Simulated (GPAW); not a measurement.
# La L₃ ELNES/XANES of La2O3 (P-3m1) from DFT

Aim: the dependence of the La L₃ near-edge features of La2O3 (P-3m1) on volume.

Calculated with GPAW 26.7.0; X-ray absorption from dipole matrix elements to empty bands, plane-wave PAW LDA, without spin-orbit coupling.

Report form: the programs' logs are mostly left out.

**1. Starting point**

Symmetry: P-3m1, No. 164, trigonal system. Conventional cell: a = 3.931 Å, b = 3.931 Å, c = 6.112 Å, α = 90.00°, β = 90.00°, γ = 120.00°. Nearest to La lie 7 O at 2.36 to 2.72 Å. Nearest to O lie 6 La at 2.72 Å. O has 4 La at 2.36 to 2.44 Å nearest. Farther neighbours and most contacts between anions are not listed.

Structure file:

```cif
data_structure
_symmetry_space_group_name_H-M 'P 1'
_symmetry_Int_Tables_number 1
_cell_length_a 3.9308
_cell_length_b 3.9308
_cell_length_c 6.1120
_cell_angle_alpha 90.000
_cell_angle_beta 90.000
_cell_angle_gamma 120.000
_cell_volume 81.78
loop_
_atom_site_label
_atom_site_type_symbol
_atom_site_fract_x
_atom_site_fract_y
_atom_site_fract_z
_atom_site_occupancy
La1 La 0.33333 0.66667 0.24624 1
La2 La 0.66667 0.33333 0.75376 1
O3 O 0.00000 0.00000 0.00000 1
O4 O 0.33333 0.66667 0.64589 1
O5 O 0.66667 0.33333 0.35411 1
```

**2. The field without a hole**

A plain self-consistent run shows whether there is a gap, which decides the set-up of the core-hole run.

Contents of scf.py:

```python
import numpy as np
from ase import Atoms
from ase.parallel import parprint, paropen
from gpaw import GPAW, PW, FermiDirac, Mixer, MixerDif, setup_paths
from gpaw.test import gen
setup_paths.insert(0, '.')
gen('La', name='nch2p', xcname='LDA', corehole=(2, 1, 0), write_xml=True)
from gpaw.mpi import world
world.barrier()

atoms = Atoms('La2O3',
    cell=[[3.93077788, 0, 0],
     [-1.96538894, 3.4041535, 0],
     [0, 0, 6.11195352]],
    scaled_positions=[[0.33333333, 0.66666667, 0.24623568],
     [0.66666667, 0.33333333, 0.75376432],
     [0, 0, 0],
     [0.33333333, 0.66666667, 0.64589065],
     [0.66666667, 0.33333333, 0.35410935]],
    pbc=True)
atoms.calc = calc = GPAW(legacy_gpaw=True, mode=PW(500, force_complex_dtype=True), xc='LDA', setups={0: 'nch2p'},
    kpts={'size': (7, 7, 4), 'gamma': True}, occupations=FermiDirac(0.05),
    charge=0, mixer=Mixer(0.1, 5, 50), maxiter=150,
    convergence={'density': 0.0001, 'eigenstates': 1e-6}, txt='scf.txt')
energy = atoms.get_potential_energy() + calc.get_reference_energy()
ef = calc.get_fermi_level()
out = dict(energy=energy, fermi=ef, forces=atoms.get_forces().tolist())
parprint(f'all-electron energy {energy:.4f} eV, Fermi level {ef:.4f} eV')
ev = np.array([[calc.get_eigenvalues(k, s) for k in range(len(calc.get_ibz_k_points()))] for s in range(calc.get_number_of_spins())])
out['homo'], out['lumo'], out['counts'] = ev[ev < ef].max(), ev[ev > ef].min(), sorted(set((ev < ef).sum((0, 2)).tolist()))
out['filled'] = (ev[:, 0] < ef).sum(1).tolist()
import json
with paropen('out.json', 'w') as f:
    json.dump(out, f)
```

The run is started by

```
$ OMP_NUM_THREADS=1 mpirun -n 4 gpaw python scf.py
```

Wall time 17 s (4 MPI ranks of AMD EPYC 7B13 (Zen 3), shared host); peak memory 0.22 GiB.

The mesh shows a gap of 3.82 eV, so the hole is first treated in a charged cell, without the excited electron.

**3. Reference energy of the supercell**

The photon energy needs a difference of total energies, so the cell and mesh of the coming hole run are first run without a hole.

Changes to scf.py since step 2:

```diff
@@ -10,14 +10,24 @@
 
-atoms = Atoms('La2O3',
-    cell=[[3.93077788, 0, 0],
-     [-1.96538894, 3.4041535, 0],
-     [0, 0, 6.11195352]],
-    scaled_positions=[[0.33333333, 0.66666667, 0.24623568],
-     [0.66666667, 0.33333333, 0.75376432],
+atoms = Atoms('La6O9',
+    cell=[[-5.89616682, 3.4041535, 0],
+     [-5.89616682, -3.4041535, 0],
+     [3.93077788, 0, 6.11195352]],
+    scaled_positions=[[0.41541189, 0.74874523, 0.24623568],
+     [0.74874523, 0.08207856, 0.24623568],
+     [0.08207856, 0.41541189, 0.24623568],
+     [0.25125477, 0.91792144, 0.75376432],
+     [0.58458811, 0.25125477, 0.75376432],
+     [0.91792144, 0.58458811, 0.75376432],
      [0, 0, 0],
-     [0.33333333, 0.66666667, 0.64589065],
-     [0.66666667, 0.33333333, 0.35410935]],
+     [0.33333333, 0.33333333, 0],
+     [0.66666667, 0.66666667, 0],
+     [0.54863022, 0.88196355, 0.64589065],
+     [0.88196355, 0.21529688, 0.64589065],
+     [0.21529688, 0.54863022, 0.64589065],
+     [0.11803645, 0.78470312, 0.35410935],
+     [0.45136978, 0.11803645, 0.35410935],
+     [0.78470312, 0.45136978, 0.35410935]],
     pbc=True)
 atoms.calc = calc = GPAW(legacy_gpaw=True, mode=PW(500, force_complex_dtype=True), xc='LDA', setups={0: 'nch2p'},
-    kpts={'size': (7, 7, 4), 'gamma': True}, occupations=FermiDirac(0.05),
+    kpts={'size': (3, 3, 3), 'gamma': True}, occupations=FermiDirac(0.02),
     charge=0, mixer=Mixer(0.1, 5, 50), maxiter=150,
```

Run time: 90 s. Hardware: 4 MPI ranks; peak memory 0.41 GiB.

Reference energy: -1403905.815 eV with the cores included.

**4. Spectrum with FCH, La atom 1**

The holes are 6.8 Å apart. In GPAW the data set carries the hole's charge, so charge=0 means a charged cell and charge=-1 a neutral one. The excited electron is left out and a uniform background balances the charge. After the field has converged, empty bands are computed with the density fixed and the dipole matrix elements are summed.

The absorber has 3 O at 2.36 Å, 1 O at 2.44 Å and 3 O at 2.72 Å (7-fold, site symmetry 3m).

Contents of xas.py:

```python
import numpy as np
from ase import Atoms
from ase.parallel import parprint, paropen
from gpaw import GPAW, PW, FermiDirac, Mixer, MixerDif, setup_paths
from gpaw.test import gen
setup_paths.insert(0, '.')
gen('La', name='fch2p', xcname='LDA', corehole=(2, 1, 1), write_xml=True)
from gpaw.mpi import world
world.barrier()

atoms = Atoms('La6O9',
    cell=[[-5.89616682, 3.4041535, 0],
     [-5.89616682, -3.4041535, 0],
     [3.93077788, 0, 6.11195352]],
    scaled_positions=[[0.41541189, 0.74874523, 0.24623568],
     [0.74874523, 0.08207856, 0.24623568],
     [0.08207856, 0.41541189, 0.24623568],
     [0.25125477, 0.91792144, 0.75376432],
     [0.58458811, 0.25125477, 0.75376432],
     [0.91792144, 0.58458811, 0.75376432],
     [0, 0, 0],
     [0.33333333, 0.33333333, 0],
     [0.66666667, 0.66666667, 0],
     [0.54863022, 0.88196355, 0.64589065],
     [0.88196355, 0.21529688, 0.64589065],
     [0.21529688, 0.54863022, 0.64589065],
     [0.11803645, 0.78470312, 0.35410935],
     [0.45136978, 0.11803645, 0.35410935],
     [0.78470312, 0.45136978, 0.35410935]],
    pbc=True)
atoms.calc = calc = GPAW(legacy_gpaw=True, mode=PW(500, force_complex_dtype=True), xc='LDA', setups={0: 'fch2p'},
    kpts={'size': (3, 3, 3), 'gamma': True}, occupations=FermiDirac(0.02),
    charge=0, mixer=Mixer(0.1, 5, 50), maxiter=150,
    convergence={'density': 0.0001, 'eigenstates': 1e-6}, txt='scf.txt')
energy = atoms.get_potential_energy() + calc.get_reference_energy()
ef = calc.get_fermi_level()
out = dict(energy=energy, fermi=ef, forces=atoms.get_forces().tolist())
parprint(f'all-electron energy {energy:.4f} eV, Fermi level {ef:.4f} eV')
ev = np.array([[calc.get_eigenvalues(k, s) for k in range(len(calc.get_ibz_k_points()))] for s in range(calc.get_number_of_spins())])
out['homo'], out['lumo'], out['counts'] = ev[ev < ef].max(), ev[ev > ef].min(), sorted(set((ev < ef).sum((0, 2)).tolist()))
out['filled'] = (ev[:, 0] < ef).sum(1).tolist()

from ase.units import Ha
from gpaw.xas import dipole_matrix_elements
nb = int(calc.get_number_of_electrons() / 2) + 179
top, nb = nb, nb + 8 + nb // 12
nscf = calc.fixed_density(kpts={'size': (4, 4, 4), 'gamma': True}, nbands=nb,
    convergence={'bands': top, 'eigenstates': 5e-3}, maxiter=60, txt='nscf.txt')
cell = atoms.cell.array
ops = [cell.T @ U.T @ np.linalg.inv(cell.T) for U in nscf.wfs.kd.symmetry.op_scc]
filled = [60]  # bands filled in the ground state, by spin
E = np.arange(-6, 34, 0.1)
fwhm = np.interp(E, [4, 25], [3.41, 3.5])
Y, X, zero, highest = 0, 0, 1e9, 1e9
for spin in range(nscf.get_number_of_spins()):
    wfs = nscf.wfs
    mine = wfs.bd.get_slice()  # this rank's bands
    A = dipole_matrix_elements(wfs.setups[0])
    eps = np.zeros((wfs.kd.nibzkpts, nb))
    d = np.zeros((3, A.shape[1], wfs.kd.nibzkpts, nb), complex)
    for kpt in wfs.kpt_u:
        if kpt.s == spin and 0 in kpt.P_ani:
            eps[kpt.k, mine] = kpt.eps_n * Ha
            d[:, :, kpt.k, mine] = (kpt.weight * wfs.nspins / 2) ** 0.5 * np.inner(A, kpt.P_ani[0])
    world.sum(eps)
    world.sum(d)
    T = np.einsum('amkn,bmkn->abkn', d, d.conj()).real
    T = sum(np.einsum('ai,ijkn,bj->abkn', R, T, R) for R in ops) / len(ops)
    empty = np.ones_like(eps, bool) & (np.arange(nb) >= filled[spin])
    zero, highest = min(zero, eps[empty].min()), min(highest, eps[:, top - 1].min())
    lines = [(eps, T, empty)] if spin == 0 else lines + [(eps, T, empty)]
for eps, T, empty in lines:
    f = np.einsum('aakn->akn', T).reshape(3, -1)
    x = eps.ravel() - zero
    w = np.interp(x, E, fwhm) / 2.35482
    g = np.exp(-0.5 * ((E[:, None] - x) / w) ** 2) / (w * (2 * np.pi) ** 0.5)
    Y = Y + (f * empty.ravel()) @ g.T
    X = X + (f * ~empty.ravel()) @ g.T
out.update(E=E.round(2).tolist(), xas=Y.tolist(), xes=X.tolist(), zero=zero, valid=highest - zero, nk=len(eps), nb=nb)
for i in range(0, len(E), 10):
    parprint(f'{E[i]:7.2f}', *(f'{v:10.3e}' for v in Y[:, i]))
import json
with paropen('out.json', 'w') as f:
    json.dump(out, f)
```

The run is started by

```
$ OMP_NUM_THREADS=1 mpirun -n 4 gpaw python xas.py
```

It took 4.6 min on 4 MPI ranks; peak memory 0.85 GiB.

The La L₃ spectrum, La atom 1, full core hole (charged cell) (energy from the lowest empty level; intensity scaled to a mean of 1 over the first 20 eV; polarised curves are means over the symmetry-equivalent atoms):

```csv
E (eV),isotropic,ε ⊥ c,ε ∥ c
-2.0,0.40,0.40,0.41
-1.4,0.75,0.73,0.77
-0.8,1.20,1.17,1.27
-0.2,1.71,1.65,1.82
0.4,2.18,2.10,2.32
1.0,2.54,2.47,2.67
1.6,2.75,2.72,2.81
2.2,2.79,2.81,2.76
2.8,2.66,2.73,2.54
3.4,2.39,2.48,2.21
4.0,2.02,2.11,1.83
4.6,1.62,1.70,1.46
5.2,1.25,1.30,1.14
5.8,0.93,0.97,0.87
6.4,0.69,0.70,0.67
7.0,0.51,0.50,0.54
7.6,0.40,0.38,0.45
8.2,0.34,0.31,0.40
8.8,0.32,0.29,0.38
9.4,0.33,0.30,0.38
10.0,0.35,0.34,0.38
10.6,0.39,0.39,0.40
11.2,0.43,0.43,0.42
11.8,0.47,0.47,0.46
12.4,0.50,0.51,0.49
13.0,0.53,0.54,0.53
13.6,0.56,0.56,0.56
14.2,0.58,0.58,0.59
14.8,0.60,0.60,0.61
15.4,0.61,0.61,0.63
16.0,0.62,0.61,0.63
16.6,0.62,0.61,0.62
17.2,0.61,0.62,0.61
17.8,0.61,0.62,0.59
18.4,0.61,0.62,0.58
19.0,0.60,0.62,0.56
19.6,0.59,0.61,0.56
20.2,0.57,0.58,0.55
20.8,0.54,0.55,0.54
21.4,0.52,0.51,0.54
22.0,0.50,0.48,0.55
22.6,0.50,0.46,0.56
23.2,0.49,0.45,0.57
23.8,0.49,0.45,0.58
24.4,0.50,0.46,0.57
25.0,0.50,0.47,0.56
25.6,0.51,0.48,0.55
26.2,0.52,0.51,0.55
26.8,0.55,0.54,0.56
27.4,0.58,0.58,0.57
28.0,0.61,0.62,0.59
28.6,0.65,0.67,0.62
29.2,0.70,0.72,0.65
29.8,0.74,0.76,0.68
```

Main maxima below 29 eV (height): 2.0 eV (2.80) and 16.2 eV (0.62). At an L edge the dipole rule selects empty d (and weakly s) states on the absorber, and the strong line at the onset measures the empty part of its d band.

The energy difference (zero at 5597 eV) isn't read as a photon energy: for so heavy an absorber the terms left out (core spin–orbit splitting, the hole's spin, the functional's error) amount to tens of eV or more.

**5. Supercell without a hole, the energy reference**

The cell changes for the next run, so it gets a reference energy of its own.

The cell differs from the one that the last finished run ended in (a 6.808 → 6.669 Å, b 6.808 → 6.669 Å, c 7.267 → 7.118 Å).

Changes to scf.py since step 3:

```diff
@@ -11,5 +11,5 @@
 atoms = Atoms('La6O9',
-    cell=[[-5.89616682, 3.4041535, 0],
-     [-5.89616682, -3.4041535, 0],
-     [3.93077788, 0, 6.11195352]],
+    cell=[[-5.77580311, 3.33466148, 0],
+     [-5.77580311, -3.33466148, 0],
+     [3.85053541, 0, 5.98718477]],
     scaled_positions=[[0.41541189, 0.74874523, 0.24623568],
```

The run is started by

```
$ OMP_NUM_THREADS=1 mpirun -n 4 gpaw python scf.py
```

Wall time 91 s (4 MPI ranks); peak memory 0.41 GiB; 6 min of CPU time.

Reference energy: -1403905.898 eV with the cores included.

**6. Spectrum with FCH, La atom 1**

Shorter bonds are expected to push antibonding states and scattering resonances up, and longer ones down; the cell is scaled to test that.

Changed against the first core-hole run: volume scale from 1 to 0.94.

Changes to xas.py since step 4:

```diff
@@ -11,5 +11,5 @@
 atoms = Atoms('La6O9',
-    cell=[[-5.89616682, 3.4041535, 0],
-     [-5.89616682, -3.4041535, 0],
-     [3.93077788, 0, 6.11195352]],
+    cell=[[-5.77580311, 3.33466148, 0],
+     [-5.77580311, -3.33466148, 0],
+     [3.85053541, 0, 5.98718477]],
     scaled_positions=[[0.41541189, 0.74874523, 0.24623568],
@@ -44,3 +44,3 @@
 from gpaw.xas import dipole_matrix_elements
-nb = int(calc.get_number_of_electrons() / 2) + 179
+nb = int(calc.get_number_of_electrons() / 2) + 170
 top, nb = nb, nb + 8 + nb // 12
```

The run is started by

```
$ OMP_NUM_THREADS=1 mpirun -n 4 gpaw python xas.py
```

Wall time 4.4 min (4 MPI ranks); peak memory 0.81 GiB; 18 min of CPU time.

```csv
E (eV),first run,this run
-2.0,0.40,0.34
-1.0,1.04,0.89
0.0,1.87,1.62
1.0,2.54,2.23
2.0,2.80,2.57
3.0,2.59,2.57
4.0,2.02,2.19
5.0,1.37,1.60
6.0,0.85,1.04
7.0,0.51,0.64
8.0,0.36,0.41
9.0,0.32,0.32
10.0,0.35,0.33
11.0,0.42,0.38
12.0,0.48,0.45
13.0,0.53,0.51
14.0,0.58,0.55
15.0,0.61,0.59
16.0,0.62,0.61
17.0,0.62,0.62
18.0,0.61,0.61
19.0,0.60,0.60
20.0,0.58,0.60
21.0,0.54,0.57
22.0,0.50,0.53
23.0,0.49,0.49
24.0,0.49,0.48
25.0,0.50,0.47
26.0,0.52,0.47
27.0,0.56,0.48
28.0,0.61,0.52
29.0,0.68,0.57
```

The scaled spectrum changes by 10 % r.m.s. The highest intensity below 24 eV goes from 2.0 eV (2.80) to 2.6 eV (2.62).

The photon energy of the zero moves by -0.30 eV.

**7. Supercell without a hole, the energy reference**

The cell differs from the one that the last finished run ended in (a 6.669 → 6.740 Å, b 6.669 → 6.740 Å, c 7.118 → 7.193 Å).

Changes to scf.py since step 5:

```diff
@@ -11,5 +11,5 @@
 atoms = Atoms('La6O9',
-    cell=[[-5.77580311, 3.33466148, 0],
-     [-5.77580311, -3.33466148, 0],
-     [3.85053541, 0, 5.98718477]],
+    cell=[[-5.8366055, 3.36976576, 0],
+     [-5.8366055, -3.36976576, 0],
+     [3.89107034, 0, 6.05021239]],
     scaled_positions=[[0.41541189, 0.74874523, 0.24623568],
```

The run is started by

```
$ OMP_NUM_THREADS=1 mpirun -n 4 gpaw python scf.py
```

It took 1.9 min on 4 MPI ranks; peak memory 0.41 GiB; 7.4 min of CPU time.

Reference energy: -1403905.959 eV with the cores included.

**8. Spectrum with FCH, La atom 1**

Changed against the first core-hole run: volume scale from 1 to 0.97.

Changes to xas.py since step 6:

```diff
@@ -11,5 +11,5 @@
 atoms = Atoms('La6O9',
-    cell=[[-5.77580311, 3.33466148, 0],
-     [-5.77580311, -3.33466148, 0],
-     [3.85053541, 0, 5.98718477]],
+    cell=[[-5.8366055, 3.36976576, 0],
+     [-5.8366055, -3.36976576, 0],
+     [3.89107034, 0, 6.05021239]],
     scaled_positions=[[0.41541189, 0.74874523, 0.24623568],
@@ -44,3 +44,3 @@
 from gpaw.xas import dipole_matrix_elements
-nb = int(calc.get_number_of_electrons() / 2) + 170
+nb = int(calc.get_number_of_electrons() / 2) + 174
 top, nb = nb, nb + 8 + nb // 12
```

The run is started by

```
$ OMP_NUM_THREADS=1 mpirun -n 4 gpaw python xas.py
```

Elapsed: 4.6 min, on 4 MPI ranks; peak memory 0.83 GiB.

```csv
E (eV),first run,this run
-2.0,0.40,0.37
-1.0,1.04,0.96
0.0,1.87,1.74
1.0,2.54,2.39
2.0,2.80,2.69
3.0,2.59,2.59
4.0,2.02,2.11
5.0,1.37,1.48
6.0,0.85,0.94
7.0,0.51,0.57
8.0,0.36,0.38
9.0,0.32,0.32
10.0,0.35,0.34
11.0,0.42,0.40
12.0,0.48,0.47
13.0,0.53,0.52
14.0,0.58,0.56
15.0,0.61,0.60
16.0,0.62,0.62
17.0,0.62,0.62
18.0,0.61,0.61
19.0,0.60,0.60
20.0,0.58,0.59
21.0,0.54,0.55
22.0,0.50,0.51
23.0,0.49,0.49
24.0,0.49,0.48
25.0,0.50,0.48
26.0,0.52,0.49
27.0,0.56,0.52
28.0,0.61,0.56
29.0,0.68,0.63
30.0,0.75,0.70
```

Against the first run the r.m.s. difference is 5 %. The highest intensity below 24 eV goes from 2.0 eV (2.80) to 2.2 eV (2.71).

The photon energy of the zero moves by -0.14 eV.

**9. Reference energy of the supercell**

The cell differs from the one that the last finished run ended in (a 6.740 → 6.876 Å, b 6.740 → 6.876 Å, c 7.193 → 7.339 Å).

Changes to scf.py since step 7:

```diff
@@ -11,5 +11,5 @@
 atoms = Atoms('La6O9',
-    cell=[[-5.8366055, 3.36976576, 0],
-     [-5.8366055, -3.36976576, 0],
-     [3.89107034, 0, 6.05021239]],
+    cell=[[-5.9545485, 3.43786018, 0],
+     [-5.9545485, -3.43786018, 0],
+     [3.969699, 0, 6.17247185]],
     scaled_positions=[[0.41541189, 0.74874523, 0.24623568],
```

The run is started by

```
$ OMP_NUM_THREADS=1 mpirun -n 4 gpaw python scf.py
```

The job ended after 1.9 min (4 MPI ranks; peak memory 0.41 GiB; 7.6 min of CPU time).

Reference energy: -1403905.490 eV with the cores included.

**10. Spectrum with FCH, La atom 1**

Changed against the first core-hole run: volume scale from 1 to 1.03.

Changes to xas.py since step 8:

```diff
@@ -11,5 +11,5 @@
 atoms = Atoms('La6O9',
-    cell=[[-5.8366055, 3.36976576, 0],
-     [-5.8366055, -3.36976576, 0],
-     [3.89107034, 0, 6.05021239]],
+    cell=[[-5.9545485, 3.43786018, 0],
+     [-5.9545485, -3.43786018, 0],
+     [3.969699, 0, 6.17247185]],
     scaled_positions=[[0.41541189, 0.74874523, 0.24623568],
@@ -44,3 +44,3 @@
 from gpaw.xas import dipole_matrix_elements
-nb = int(calc.get_number_of_electrons() / 2) + 174
+nb = int(calc.get_number_of_electrons() / 2) + 183
 top, nb = nb, nb + 8 + nb // 12
```

The run is started by

```
$ OMP_NUM_THREADS=1 mpirun -n 4 gpaw python xas.py
```

Wall time 4.8 min (4 MPI ranks); peak memory 0.87 GiB; 19 min of CPU time.

```csv
E (eV),first run,this run
-2.0,0.40,0.44
-1.0,1.04,1.12
0.0,1.87,2.00
1.0,2.54,2.69
2.0,2.80,2.89
3.0,2.59,2.57
4.0,2.02,1.92
5.0,1.37,1.26
6.0,0.85,0.76
7.0,0.51,0.47
8.0,0.36,0.34
9.0,0.32,0.33
10.0,0.35,0.37
11.0,0.42,0.43
12.0,0.48,0.49
13.0,0.53,0.54
14.0,0.58,0.59
15.0,0.61,0.61
16.0,0.62,0.62
17.0,0.62,0.62
18.0,0.61,0.61
19.0,0.60,0.60
20.0,0.58,0.56
21.0,0.54,0.52
22.0,0.50,0.50
23.0,0.49,0.50
24.0,0.49,0.51
25.0,0.50,0.52
26.0,0.52,0.55
27.0,0.56,0.60
28.0,0.61,0.66
29.0,0.68,0.73
30.0,0.75,0.80
```

The scaled spectrum changes by 5 % r.m.s. The highest intensity below 24 eV goes from 2.0 eV (2.80) to 1.8 eV (2.89).

The photon energy of the zero moves by +0.13 eV.

**11. Reference energy of the supercell**

The cell differs from the one that the last finished run ended in (a 6.876 → 6.942 Å, b 6.876 → 6.942 Å, c 7.339 → 7.409 Å).

Changes to scf.py since step 9:

```diff
@@ -11,5 +11,5 @@
 atoms = Atoms('La6O9',
-    cell=[[-5.9545485, 3.43786018, 0],
-     [-5.9545485, -3.43786018, 0],
-     [3.969699, 0, 6.17247185]],
+    cell=[[-6.01180729, 3.47091856, 0],
+     [-6.01180729, -3.47091856, 0],
+     [4.00787153, 0, 6.23182618]],
     scaled_positions=[[0.41541189, 0.74874523, 0.24623568],
```

The run is started by

```
$ OMP_NUM_THREADS=1 mpirun -n 4 gpaw python scf.py
```

Elapsed: 1.8 min, on 4 MPI ranks; peak memory 0.42 GiB; 7 min of CPU time.

Reference energy: -1403905.010 eV with the cores included.

(Part 1 of 2 ends here.)

[Logs are printed without paths, hosts, clocks, repeated set-up lines and the standing remarks that a program may print on its own settings, such as how far it seeks lower states.]

[Hosts, paths, dates, database ids (printed as entryN), source tags and the programs' standing remarks are cut or masked in the printed files.]

[Lists of maxima count a maximum above −3 eV only where it reaches 4 % of the highest in the window and stands out from its surroundings by 2 % of it (1.5 % where it reaches 55 %); shoulders and weaker maxima are passed over, and of the rest the first, up to two pre-edge ones and the few strongest are named.]
